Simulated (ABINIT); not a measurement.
# AlGaN2 (P3m1): G0W0 in ABINIT against the screening cutoff in the self-energy, part 2 of 2

Wanted: the cheapest screening cutoff in the self-energy that holds the gap of AlGaN2 (P3m1).

ABINIT 10.8.3; LDA and many-body steps on it, plane waves. Known limits of the many-body steps: not at the basis limit; exchange with frozen shells missing; no spin-orbit coupling; coarse k mesh.

So far. Step 2 (Screening, 3×3×2 mesh, 83 bands, screening to 176.9 eV): Local fields lower ε∞ by 8 %. On a Γ-centred mesh this coarse the value itself is usually too large, while a short band sum pulls it down. Step 5 (2.3 Ha): The gap on the mesh goes from 2.92 eV to 3.62 eV, a correction of +0.70 eV.

## (6) 3.2 Ha

Level of this step: G0W0 on LDA, plane waves, norm-conserving pseudopotentials (ABINIT).

The input, run.abi:

```
acell 3*1.0 Angstrom
rprim 
  3.145282644058 -0.000000000015 0.000000000000
  -1.572641322016 2.723894671844 0.000000000000
  0.000000000000 0.000000000000 5.096893730000
ntypat 3
znucl 13 31 7
natom 4
typat 1 2 3 3
xred 
  0.000000000000 0.000000000000 0.999263770000
  0.666666666667 0.333333333333 0.497174210000
  0.666666666667 0.333333333333 0.111803640000
  0.000000000000 0.000000000000 0.628158390000
pp_dirpath "pseudos"
pseudos "Al.upf, Ga.upf, N.upf"
ecut 36
ngkpt 3 3 2
nshiftk 1
shiftk 0 0 0
kptopt 1
chksymbreak 0
istwfk *1
occopt 1
irdwfk 1
optdriver 4
nband 83
gwcalctyp 0
ecutsigx 36
symsigma 1
nkptgw 1
kptgw 
  0.0000000000 0.0000000000 0.0000000000
bdgw 
  12 15
ecuteps 3.2
irdscr 1
ppmodel 1
indata_prefix "in"
outdata_prefix "out"
tmpdata_prefix "tmp"
```

Run with:

```bash
> OMP_NUM_THREADS=1 mpirun -n 4 abinit run.abi > log
```

Output:

```text
.Version 10.8.3 of ABINIT. v10.8.2 released Aug 2026.

 Symmetries : space group P3 m 1 (#156); Bravais hP (primitive hexag.)
[... echo of the input left out ...]
== DATASET  1 ==================================================================
-   mpi_nproc: 4, omp_nthreads: 1 (-1 if OMP is not activated)

--- !DatasetInfo
iteration_state: {dtset: 1, }
dimensions: {natom: 4, nkpt: 6, mband: 83, nsppol: 1, nspinor: 1, nspden: 1, mpw: 3066, }
cutoff_energies: {ecut:  36.0, pawecutdg:  -1.0, }
[...]
13   5.381 -17.816 -21.198   3.464   0.799  -0.252 -17.751   0.066   5.447
       14   8.302 -13.907  -9.027  -3.781   0.821  -0.219 -13.005   0.902   9.204
       15  10.864 -12.213  -6.717  -4.298   0.830  -0.205 -11.219   0.995  11.859

== END DATASET(S) ==============================================================
================================================================================

 -outvars: echo values of variables after computation  --------
           etotal      0.0000000000E+00
            nband          83
             nkpt           6
          spgroup         156
 [... the other variables as echoed above ...]

 Calculation completed.
```

Run time: 2.9 s. Hardware: 4 MPI ranks of Arm Neoverse V2, shared host; peak memory 0.1 GiB.

Numbers from this step:

```yaml
g0w0_gap_on_the_points_computed: 3.757 eV
starting_gap_on_the_mesh: 2.921 eV
k_of_the_valence_top: 0, 0, 0
k_of_the_conduction_bottom: 0, 0, 0
least_direct_g0w0_gap_on_the_computed_points: 3.757 eV
```

Against the run before, the gap moves by +0.138 eV.

## (7) 4.9 Ha

run.abi, as its differences from that of step 6:

```diff
@@ -35,3 +35,3 @@
   12 15
-ecuteps 3.2
+ecuteps 4.9
 irdscr 1
```

Output:

```text
.Version 10.8.3 of ABINIT. v10.8.2 released Aug 2026.

 Symmetries : space group P3 m 1 (#156); Bravais hP (primitive hexag.)
[... echo of the input left out ...]
== DATASET  1 ==================================================================
-   mpi_nproc: 4, omp_nthreads: 1 (-1 if OMP is not activated)

--- !DatasetInfo
iteration_state: {dtset: 1, }
dimensions: {natom: 4, nkpt: 6, mband: 83, nsppol: 1, nspinor: 1, nspden: 1, mpw: 3066, }
cutoff_energies: {ecut:  36.0, pawecutdg:  -1.0, }
[...]
13   5.381 -17.816 -21.198   3.429   0.796  -0.257 -17.778   0.038   5.419
       14   8.302 -13.907  -9.027  -3.756   0.818  -0.223 -12.989   0.918   9.220
       15  10.864 -12.213  -6.717  -4.297   0.828  -0.207 -11.221   0.993  11.857

== END DATASET(S) ==============================================================
================================================================================

 -outvars: echo values of variables after computation  --------
           etotal      0.0000000000E+00
            nband          83
             nkpt           6
          spgroup         156
 [... the other variables as echoed above ...]

 Calculation completed.
```

Elapsed: 3.2 s, on 4 MPI ranks; peak memory 0.42 GiB; 12 s of CPU time.

This step gave:

- G0W0 gap on the points computed: 3.801 eV
- starting gap on the mesh: 2.921 eV
- k of the valence top: 0, 0, 0
- k of the conduction bottom: 0, 0, 0
- least direct G0W0 gap on the computed points: 3.801 eV

Against the run before, the gap moves by +0.044 eV.

## (8) 6.5 Ha

run.abi, as its differences from that of step 7:

```diff
@@ -35,3 +35,3 @@
   12 15
-ecuteps 4.9
+ecuteps 6.5
 irdscr 1
```

Output:

```text
.Version 10.8.3 of ABINIT. v10.8.2 released Aug 2026.

 Symmetries : space group P3 m 1 (#156); Bravais hP (primitive hexag.)
[... echo of the input left out ...]
== DATASET  1 ==================================================================
-   mpi_nproc: 4, omp_nthreads: 1 (-1 if OMP is not activated)

--- !DatasetInfo
iteration_state: {dtset: 1, }
dimensions: {natom: 4, nkpt: 6, mband: 83, nsppol: 1, nspinor: 1, nspden: 1, mpw: 3066, }
cutoff_energies: {ecut:  36.0, pawecutdg:  -1.0, }
[...]
13   5.381 -17.816 -21.198   3.416   0.793  -0.260 -17.788   0.028   5.409
       14   8.302 -13.907  -9.027  -3.749   0.815  -0.227 -12.986   0.921   9.223
       15  10.864 -12.213  -6.717  -4.291   0.827  -0.209 -11.217   0.996  11.860

== END DATASET(S) ==============================================================
================================================================================

 -outvars: echo values of variables after computation  --------
           etotal      0.0000000000E+00
            nband          83
             nkpt           6
          spgroup         156
 [... the other variables as echoed above ...]

 Calculation completed.
```

Elapsed: 3.9 s, on 4 MPI ranks; peak memory 0.45 GiB; 15 s of CPU time.

Numbers from this step:

| Item | Value |
| --- | --- |
| G0W0 gap on the points computed | 3.814 eV |
| starting gap on the mesh | 2.921 eV |
| k of the valence top | 0, 0, 0 |
| k of the conduction bottom | 0, 0, 0 |
| least direct G0W0 gap on the computed points | 3.814 eV |

Against the run before, the gap moves by +0.013 eV.

## (9) Side by side

Times are wall times on 4 MPI ranks of Arm Neoverse V2, shared host, good to a factor of about two. A run's time includes the screening step that it read.

| run | mesh | bands | screening cutoff (eV) | DFT gap (eV) | gap on the mesh (eV) | direct (eV) | ε∞ used | time |
| --- | --- | --- | --- | --- | --- | --- | --- | --- |
| 0.7 Ha | 3×3×2 | 83 | 19 | 2.921 | 4.771 | 4.771 | 6.43 | 12 s |
| 1.3 Ha | 3×3×2 | 83 | 35.4 | 2.921 | 3.671 | 3.671 | 6.43 | 12 s |
| 2.3 Ha | 3×3×2 | 83 | 62.6 | 2.921 | 3.619 | 3.619 | 6.43 | 12 s |
| 3.2 Ha | 3×3×2 | 83 | 87.1 | 2.921 | 3.757 | 3.757 | 6.43 | 12 s |
| 4.9 Ha | 3×3×2 | 83 | 133.3 | 2.921 | 3.801 | 3.801 | 6.43 | 12 s |
| 6.5 Ha | 3×3×2 | 83 | 176.9 | 2.921 | 3.814 | 3.814 | 6.43 | 13 s |

## (10) Outcome

```yaml
0p7_ha: 4.771 eV
1p3_ha: 3.671 eV
2p3_ha: 3.619 eV
3p2_ha: 3.757 eV
4p9_ha: 3.801 eV
6p5_ha: 3.814 eV
known_limits: not at the basis limit; exchange with frozen shells missing; no spin-orbit coupling; coarse k mesh
```

What this shows: The setting moved: screening cutoff in the self-energy. From 0.7 Ha to 6.5 Ha the gap moves by −0.96 eV, not steadily: it passes through 3.62 eV. The last step still moves it by +0.013 eV. Bands and screening cutoff are coupled, so a series along one setting does not show full convergence. Bands and cutoff are finite, so the gap is not at the basis limit. The miss can reach some tenths of an eV and take either sign; the mesh is an error of its own. In the G0W0 runs levels were corrected at 1 k point alone, so a gap called «on the mesh» is the least over those, and an edge elsewhere would be missed. The 3×3×2 mesh is coarse for this cell, which bears on the long-range parts of exchange and screening. The norm-conserving file of at least one element keeps a d shell over frozen s and p shells of the same row. Exchange with those shells is missing from the self-energy, an error of 0.3 to 0.9 eV in cases checked, whose sign depends on which edge lies on those atoms. The many-body steps are scalar-relativistic: spin-orbit coupling is not in them.

[Paths, hosts, dates, memory and timing lines, banners, echoed tables and standing remarks are left out of the program output.]

[Logs are printed without paths, hosts, clocks, repeated set-up lines and the standing remarks that a program may print on its own settings, such as how far it seeks lower states.]

[Runs of the session that timed out or met a known fault of the program may be left out.]

[Hosts, paths, dates, database ids (printed as entryN), source tags and the programs' standing remarks are cut or masked in the printed files.]

[G0W0 gaps are taken among the corrected bands and points alone; a level outside them can change the order at an edge.]

[Where Ansatz stands beside ABINIT at settings called matched, ABINIT's density can come from a denser mesh and the files from another edition; pairs whose starting gaps differed by over 0.03 eV were left out, so agreement reads better than it is.]
